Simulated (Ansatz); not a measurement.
# What TlSbS3 (model cell, started as cubic perovskite with Sb in the octahedra) distorts into, part 2 of 3

Aim: this structure of TlSbS3 (model cell, started as cubic perovskite with Sb in the octahedra) is to be tested for unstable modes, and one is followed downhill.

Ansatz 0.2.0; DFT LDA, scalar-relativistic, plane waves, PAW; PAW set soft_1.

So far, highest frequency on the path or at a solved wavevector (cm⁻¹): step 2 (phonons on a q mesh) 352. Also lowest frequency on the path (cm⁻¹): step 2 -143.

The structure was built from a prototype and need not be the compound's stable phase.

## (5) Energy along the mode, all amplitudes (two of the runs are shown above)

An imaginary frequency means negative curvature, so the energy should fall and then rise again as anharmonic terms take over.

Numbers from this step:

```yaml
depth_at_the_lowest_point_sampled: 40.61 meV/atom
largest_atomic_shift_at_that_point: 0.6 Å
```

Table of energy from the parent by largest atomic shift:

```
largest atomic shift (Å)  energy from the parent (meV/atom)
                   0.000                                  0
                   0.040                             -0.419
                   0.080                              -1.63
                   0.140                              -4.70
                   0.220                              -10.5
                   0.320                              -19.7
                   0.450                              -32.6
                   0.600                              -40.6
```

Displacement at unit largest shift by atom:

```
atom  x (Å)  y (Å)  z (Å)  size
 Tl1   0.00   0.00  -0.03  0.03
 Tl2   0.00   0.00   0.03  0.03
 Sb3   0.00  -0.12   0.00  0.12
 Sb4   0.00   0.12   0.00  0.12
  S5   0.00   0.00   0.00  0.00
  S6   0.00   0.00   0.00  0.00
  S7   0.00   0.00   0.00  0.00
  S8   0.00   0.00   0.00  0.00
  S9   0.00   1.00   0.00  1.00
 S10   0.00  -1.00   0.00  1.00
```

The lowest of the steps tried is the last one, at 0.6 Å, 40.6 meV/atom below the parent; the bottom of the well need not coincide with a step.

## (6) Relaxing from the distorted cell

Starting from the lowest point found, all atoms and the cell are let go, so that strain and other modes of the same symmetry can join in.

The input, input.yaml:

```yaml
crystal:
  lattice:
    - [-4.9559718062, 0.0, 0.0]
    - [0.0, -4.9559718062, -4.9559718062]
    - [0.0, -4.9559718062, 4.9559718062]
  atoms:
    - { symbol: Tl, position: [0.0, 0.5020390324, 0.4979609676] }
    - { symbol: Tl, position: [0.0, -0.0020390324, 0.0020390324] }
    - { symbol: Sb, position: [0.5, 0.0070480477, 0.5070480477] }
    - { symbol: Sb, position: [0.5, 0.4929519523, -0.0070480477] }
    - { symbol: S, position: [0.5, 0.25, 0.25] }
    - { symbol: S, position: [0.5, 0.75, 0.75] }
    - { symbol: S, position: [0.5, 0.25, 0.75] }
    - { symbol: S, position: [0.5, 0.75, 0.25] }
    - { symbol: S, position: [1.0, -0.060533032, 0.439466968] }
    - { symbol: S, position: [1.0, 0.560533032, 0.060533032] }
kpoints:
  mp_grid: { grid: [8, 6, 6] }
hamiltonian:
  xc: lda
  pseudopotentials: { kind: paw, azcp: { folder: soft_1 }, xc_functional: pbe }
scf:
  occupations: { method: methfessel_paxton, width: 0.2 }
output:
  forces: true
  stress: true
  eigenvalues: true
relax:
  adjacent_minimum: "off"
  f_tol: 0.002
  max_steps: 120
  cell: { stress_tol: 0.03 }
```

On the command line:

```sh
$ ansatz run input.yaml --threads 4 --pin off --max-ram 16384MiB --backend cpu --events-out ev --progress --plain --runs-dir out
```

Numbers of over 12 decimals in the logs are rounded to 6 here.

The log of the run:

```text
[...]
Crystal: 10 atoms, lattice volume = 243.454 Å³
Basis set: ecut = 420 eV, 4781 PW (Γ)
Bands: 56, of which v1, the nominal top of the filled ones, is band 46 counted from 1 (45 counted from 0)
Symmetry: 8 space group operations
[...]
k-points: 65 of 288
[...]
SCF iter   1: F=—  HF=-40186.450016 eV  |F-HF|=—  |Δ(HF+E_count)|=         —  Δρ=3.03e-2  dr2=5.44e0  ethr=3.10e-3  ⟨swp⟩=9.3  Hψ=17130  notcnv=0
[...]
SCF iter  10: F=-40184.605892 eV  HF=-40184.605892 eV  |F-HF|=9.64e-9  |Δ(HF+E_count)|=   2.70e-8  S|Δr|=    0.00e0  Δρ=1.56e-6  dr2=1.98e-8  ethr=1.09e-10  ⟨swp⟩=14.2  Hψ=19689  notcnv=0
SCF 1 converged in 10 iterations: F = -40184.605892 eV  dr2 = 1.98e-8
[...]
relax step   1: F+E_penalty+E_count = -40184.60589163 eV  Δ(F+E_penalty+E_count) = +0.000e0 eV  max|allowed force component| = 5.081e-1 eV/Å  Δτ_max = 0.0000 Å  P = -0.070 GPa  Ω = 243.454 Å³  (10 SCF iters, dr2 threshold 1.00e-7 eV, accepted)
Crystal: 10 atoms, lattice volume = 240.929 Å³
Basis set: ecut = 420 eV, 4707 PW (Γ)
[...]
SCF iter   7: F=-40184.793477 eV  HF=-40184.793478 eV  |F-HF|=1.17e-7  |Δ(HF+E_count)|=   3.05e-7  S|Δr|=    0.00e0  Δρ=6.22e-6  dr2=2.02e-7  ethr=1.09e-9  ⟨swp⟩=8.7  Hψ=16933  notcnv=0
SCF 2 converged in 7 iterations: F = -40184.793477 eV  dr2 = 2.02e-7
relax step   2: F+E_penalty+E_count = -40184.79347746 eV  Δ(F+E_penalty+E_count) = -1.876e-1 eV  max|allowed force component| = 1.342e-1 eV/Å  Δτ_max = 0.1302 Å  P = +0.157 GPa  Ω = 240.929 Å³  energy of the carried Pulay correction = +4.704e-4 eV  (7 SCF iters, dr2 threshold 1.00e-6 eV, accepted)
Crystal: 10 atoms, lattice volume = 238.818 Å³
Basis set: ecut = 420 eV, 4643 PW (Γ)
[...]
SCF iter   7: F=-40184.862724 eV  HF=-40184.862724 eV  |F-HF|=3.58e-7  |Δ(HF+E_count)|=   8.76e-7  S|Δr|=    0.00e0  Δρ=9.27e-6  dr2=5.46e-7  ethr=1.09e-9  ⟨swp⟩=9.5  Hψ=19109  notcnv=0
SCF 3 converged in 7 iterations: F = -40184.862724 eV  dr2 = 5.46e-7
relax step   3: F+E_penalty+E_count = -40184.86272396 eV  Δ(F+E_penalty+E_count) = -6.925e-2 eV  max|allowed force component| = 9.102e-2 eV/Å  Δτ_max = 0.1503 Å  P = +0.120 GPa  Ω = 238.818 Å³  energy of the carried Pulay correction = +8.675e-4 eV  (7 SCF iters, dr2 threshold 1.00e-6 eV, accepted)
[... from here on, the SCF cycles and remarks between the steps are left out ...]
relax step   4: F+E_penalty+E_count = -40184.89869225 eV  Δ(F+E_penalty+E_count) = -3.597e-2 eV  max|allowed force component| = 7.254e-2 eV/Å  Δτ_max = 0.0814 Å  P = -0.059 GPa  Ω = 237.366 Å³  energy of the carried Pulay correction = +1.143e-3 eV  (8 SCF iters, dr2 threshold 1.00e-6 eV, accepted)
relax step   5: F+E_penalty+E_count = -40184.94302735 eV  Δ(F+E_penalty+E_count) = -4.434e-2 eV  max|allowed force component| = 1.933e-1 eV/Å  Δτ_max = 0.1706 Å  P = +0.561 GPa  Ω = 232.543 Å³  energy of the carried Pulay correction = +2.069e-3 eV  (8 SCF iters, dr2 threshold 5.27e-7 eV, accepted)
relax step   6: F+E_penalty+E_count = -40184.95395074 eV  Δ(F+E_penalty+E_count) = -1.092e-2 eV  max|allowed force component| = 2.442e-1 eV/Å  Δτ_max = 0.1000 Å  P = -0.280 GPa  Ω = 236.601 Å³  energy of the carried Pulay correction = +1.288e-3 eV  (7 SCF iters, dr2 threshold 1.00e-6 eV, accepted)
relax step   7: F+E_penalty+E_count = -40184.96913679 eV  Δ(F+E_penalty+E_count) = -1.519e-2 eV  max|allowed force component| = 5.038e-2 eV/Å  Δτ_max = 0.0536 Å  P = -0.211 GPa  Ω = 235.973 Å³  energy of the carried Pulay correction = +1.408e-3 eV  (7 SCF iters, dr2 threshold 1.00e-6 eV, accepted)
relax step   8: F+E_penalty+E_count = -40184.96885594 eV  Δ(F+E_penalty+E_count) = +2.808e-4 eV  max|allowed force component| = 9.069e-2 eV/Å  Δτ_max = 0.0148 Å  P = +0.186 GPa  Ω = 234.123 Å³  energy of the carried Pulay correction = +1.763e-3 eV  (7 SCF iters, dr2 threshold 1.77e-7 eV, rejected (line search))
relax step   9: F+E_penalty+E_count = -40184.97049956 eV  Δ(F+E_penalty+E_count) = -1.363e-3 eV  max|allowed force component| = 5.066e-3 eV/Å  Δτ_max = 0.0050 Å  P = +0.031 GPa  Ω = 234.916 Å³  energy of the carried Pulay correction = +1.611e-3 eV  (11 SCF iters, accepted)
relax step  10: F+E_penalty+E_count = -40184.97049760 eV  Δ(F+E_penalty+E_count) = +1.961e-6 eV  max|allowed force component| = 2.233e-3 eV/Å  Δτ_max = 0.0012 Å  P = -0.005 GPa  Ω = 235.034 Å³  energy of the carried Pulay correction = +1.588e-3 eV  (6 SCF iters, dr2 threshold 3.49e-9 eV, accepted)
relax step  11: F+E_penalty+E_count = -40184.97050404 eV  Δ(F+E_penalty+E_count) = -6.440e-6 eV  max|allowed force component| = 2.065e-4 eV/Å  Δτ_max = 0.0005 Å  P = +0.000 GPa  Ω = 235.018 Å³  energy of the carried Pulay correction = +1.591e-3 eV  (7 SCF iters, dr2 threshold 3.12e-10 eV, accepted)
relax step  12: F+E_penalty+E_count = -40184.97229129 eV  Δ(F+E_penalty+E_count) = -1.787e-3 eV  max|allowed force component| = 3.674e-4 eV/Å  Δτ_max = 0.0000 Å  P = +0.011 GPa  Ω = 235.018 Å³  stress off target by 3.33e-2 GPa  SCF on the basis re-selected at this cell (its energy is not comparable with the rows above)  (6 SCF iters)
relax step  13: F+E_penalty+E_count = -40184.97231131 eV  Δ(F+E_penalty+E_count) = -2.002e-5 eV  max|allowed force component| = 7.777e-4 eV/Å  Δτ_max = 0.0009 Å  P = -0.000 GPa  Ω = 235.045 Å³  energy of the carried Pulay correction = -5.675e-6 eV  (6 SCF iters, dr2 threshold 2.77e-9 eV, accepted)
[...]
SCF iter   6: F=-40184.972313 eV  HF=-40184.972313 eV  |F-HF|=2.91e-11  |Δ(HF+E_count)|=    0.00e0  S|Δr|=    0.00e0  Δρ=1.07e-7  dr2=1.94e-11  ethr=1.00e-12  ⟨swp⟩=4.0  Hψ=11597  notcnv=0
SCF 14 converged in 6 iterations: F = -40184.972313 eV  dr2 = 1.94e-11
relax step  14: F+E_penalty+E_count = -40184.97231349 eV  Δ(F+E_penalty+E_count) = -2.184e-6 eV  max|allowed force component| = 7.806e-4 eV/Å  Δτ_max = 0.0000 Å  P = -0.000 GPa  Ω = 235.045 Å³  stress off target by 3.14e-3 GPa  SCF on the basis re-selected at this cell (its energy is not comparable with the rows above)  (6 SCF iters)
[...]
SCF converged after 6 iterations
[...]
Free energy (F): -40184.972313 eV
[...]
Internal energy: -40184.986737 eV  (E = F + TS)
E sigma→0 (E₀):  -40184.975919 eV
Entropy (-TS):   0.014423 eV (1.442 meV/atom)
Fermi energy:    7.227640 eV
[...]
--- Forces (eV/Å), atoms counted from 1 ---
  atom   1  Tl     0.00000000     0.00000000     0.00027056
  atom   2  Tl     0.00000000     0.00000000    -0.00027056
  atom   3  Sb     0.00000000     0.00078057     0.00000000
  atom   4  Sb     0.00000000    -0.00078057     0.00000000
  atom   5  S      0.00000000     0.00000000     0.00000000
  atom   6  S      0.00000000     0.00000000     0.00000000
  atom   7  S     -0.00000000     0.00000000     0.00000000
  atom   8  S      0.00000000     0.00000000     0.00000000
  atom   9  S      0.00000000     0.00021081     0.00000000
  atom  10  S      0.00000000    -0.00021081     0.00000000
  max |Σ_I F_I| component: 2.17e-19 eV/Å
--- Stress (GPa, compression-positive) ---
       -0.002929       0.000000       0.000000
        0.000000       0.003137       0.000000
        0.000000       0.000000      -0.001599
  P = ⅓ Tr σ = -0.0005 GPa (-0.005 kbar)
--- Band table (eV; the first three rows and the last of 65) ---
  k-point 0: bands = [... 42 lower, 6.6339, 6.8810, 7.0340, 7.2745, 7.2939, 7.8969, 8.9639, 9.5352, ... 6 higher]
  k-point 1: bands = [... 42 lower, 6.5624, 6.8256, 6.8993, 7.1752, 7.2045, 7.9654, 9.0672, 9.7256, ... 6 higher]
  k-point 2: bands = [... 42 lower, 6.5695, 6.5742, 6.9908, 7.0332, 7.0500, 7.7933, 9.7262, 10.1637, ... 6 higher]
  k-point 64: bands = [... 42 lower, 5.9755, 6.1356, 6.5757, 7.6733, 7.7984, 8.9356, 9.1881, 10.2503, ... 6 higher]
--- Relaxed structure (12 steps of the walk, 11 accepted, 2 SCFs on fresh bases) ---
  F+E_penalty+E_count = -40184.97231349 eV   max|allowed force component| = 7.806e-4 eV/Å   (the final SCF, on the basis selected at the relaxed cell)
  cell:  # Å, volume = 235.0448 Å³
    - [-4.291505, 0.0, 0.0]
    - [0.0, -5.343734, -5.124674]
    - [0.0, -5.343734, 5.124674]
  atoms:
    - { symbol: Tl, position: [0, 0.488052, 0.511948] }
    - { symbol: Tl, position: [0, 0.011948, -0.011948] }
    - { symbol: Sb, position: [0.5, 0.014204, 0.514204] }
    - { symbol: Sb, position: [0.5, 0.485796, -0.014204] }
    - { symbol: S, position: [0.5, 0.250000, 0.250000] }
    - { symbol: S, position: [0.5, 0.750000, 0.750000] }
    - { symbol: S, position: [0.5, 0.25, 0.750000] }
    - { symbol: S, position: [0.5, 0.750000, 0.25] }
    - { symbol: S, position: [1.0, -0.109911, 0.390089] }
    - { symbol: S, position: [1.0, 0.609911, 0.109911] }
```

Elapsed: 3.7 min, on 4 threads of Arm Neoverse V1, shared host; peak memory 1 GiB; 15 min of CPU time.

Step by step:

```
step  energy less that of the first step (eV)  largest force component (eV/Å)  pressure (GPa)  volume (Å³)
   1                                   0.0000                          0.5081           -0.07       243.45
   2                                  -0.1876                          0.1342            0.16       240.93
   3                                  -0.2568                          0.0910            0.12       238.82
   4                                  -0.2928                          0.0725           -0.06       237.37
   5                                  -0.3371                          0.1933            0.56       232.54
   6                                  -0.3481                          0.2442           -0.28       236.60
   7                                  -0.3632                          0.0504           -0.21       235.97
   8                                  -0.3630                          0.0907            0.19       234.12
   9                                  -0.3646                          0.0051            0.03       234.92
  10                                  -0.3646                          0.0022           -0.01       235.03
  11                                  -0.3646                          0.0002            0.00       235.02
 12*                                  -0.3664                          0.0004            0.01       235.02
  13                                  -0.3664                          0.0008            0.00       235.04
 14*                                  -0.3664                          0.0008            0.00       235.04
```

Relaxation steps marked * repeat the geometry before them on a plane-wave basis chosen anew for their cell, so energy and pressure can jump there. Relaxation step 8 was tried and not accepted.

Forces are held to the 8 operations that the run works with; a distortion that breaks them can't arise in this run.

```
     cell as run  before  after   change
           a (Å)   4.956  4.292  -13.4 %
           b (Å)   7.009  7.404   +5.6 %
           c (Å)   7.009  7.404   +5.6 %
           α (°)   90.00  87.60   -2.7 %
volume (Å³/atom)   24.35  23.50   -3.5 %
```

The atoms that moved most (Å, as changes of fractional coordinates times the final cell):

```
atom     dx      dy      dz  length
 S10  0.000  -0.528   0.000   0.528
  S9  0.000   0.528   0.000   0.528
 Tl2  0.000   0.000  -0.143   0.143
 Tl1  0.000   0.000   0.143   0.143
 Sb4  0.000   0.076   0.000   0.076
 Sb3  0.000  -0.076   0.000   0.076
```

This step gave:

```yaml
pressure: -4.63e-4 GPa
volume_per_atom: 23.50 Å³
```

The distorted start has space group Cmmm; the relaxation ends in Cmmm.

## (7) The new phase in its own primitive cell

The relaxed structure is symmetrised, reduced to its primitive cell and relaxed tightly, as its phonons need.

input.yaml, the sections that differ from step 6:

```yaml
crystal:
  lattice:
    - [5.1246739285, -5.3437342208, 0.0]
    - [5.1246739285, 5.3437342208, 0.0]
    - [0.0, 0.0, 4.2915052579]
  atoms:
    - { symbol: Tl, position: [0.2380518978, 0.2380518978, 0.0] }
    - { symbol: Tl, position: [0.7619481022, 0.7619481022, 0.0] }
    - { symbol: Sb, position: [0.2357964766, 0.7642035234, 0.5] }
    - { symbol: Sb, position: [0.7642035234, 0.2357964766, 0.5] }
    - { symbol: S, position: [0.5, 0.0, 0.5] }
    - { symbol: S, position: [0.0, 0.5, 0.5] }
    - { symbol: S, position: [0.0, 0.0, 0.5] }
    - { symbol: S, position: [0.5, 0.5, 0.5] }
    - { symbol: S, position: [0.3599105512, 0.6400894488, 0.0] }
    - { symbol: S, position: [0.6400894488, 0.3599105512, 0.0] }
kpoints:
  mp_grid: { grid: [6, 6, 8] }
relax:
  adjacent_minimum: "off"
  f_tol: 0.001
  max_steps: 60
  cell: { stress_tol: 0.01 }
# hamiltonian, scf, output: as in step 6
```

The log of the run:

```text
[...]
Crystal: 10 atoms, lattice volume = 235.045 Å³
Basis set: ecut = 420 eV, 4567 PW (Γ)
Bands: 56, of which v1, the nominal top of the filled ones, is band 46 counted from 1 (45 counted from 0)
Symmetry: 8 space group operations
[...]
k-points: 65 of 288
[...]
- { symbol: Sb, position: [0.235796, 0.764204, 0.500000] }
    - { symbol: Sb, position: [0.764204, 0.235796, 0.500000] }
    - { symbol: S, position: [0.5, 0.0, 0.500000] }
    - { symbol: S, position: [0.0, 0.5, 0.500000] }
    - { symbol: S, position: [0.0, 0.0, 0.500000] }
    - { symbol: S, position: [0.5, 0.5, 0.500000] }
    - { symbol: S, position: [0.359911, 0.6400894488, 0.0] }
    - { symbol: S, position: [0.6400894488, 0.359911, 0.0] }
[key lines of the parts left out:]
SCF converged after 8 iterations
Free energy (F): -40184.972320 eV
Fermi energy:    7.227640 eV
P = ⅓ Tr σ = -0.0004 GPa (-0.004 kbar)
```

Elapsed: 38 s, on 4 threads; peak memory 0.98 GiB; 2.5 min of CPU time.

Little changed from the start: no atom moved by 0.005 Å and no cell edge by 0.1 %.

Numbers from this step:

| Item | Value |
| --- | --- |
| pressure | -4.02e-4 GPa |

The largest force component left is 0.78 meV/Å and the pressure is 0.000 GPa, within the tolerances set. The cell now holds 23.50 Å³/atom.

(Part 2 of 3 ends here.)

[Logs are printed without paths, hosts, clocks, repeated set-up lines and the standing remarks that a program may print on its own settings, such as how far it seeks lower states.]

[Hosts, paths, dates, database ids (printed as entryN), source tags and the programs' standing remarks are cut or masked in the printed files.]
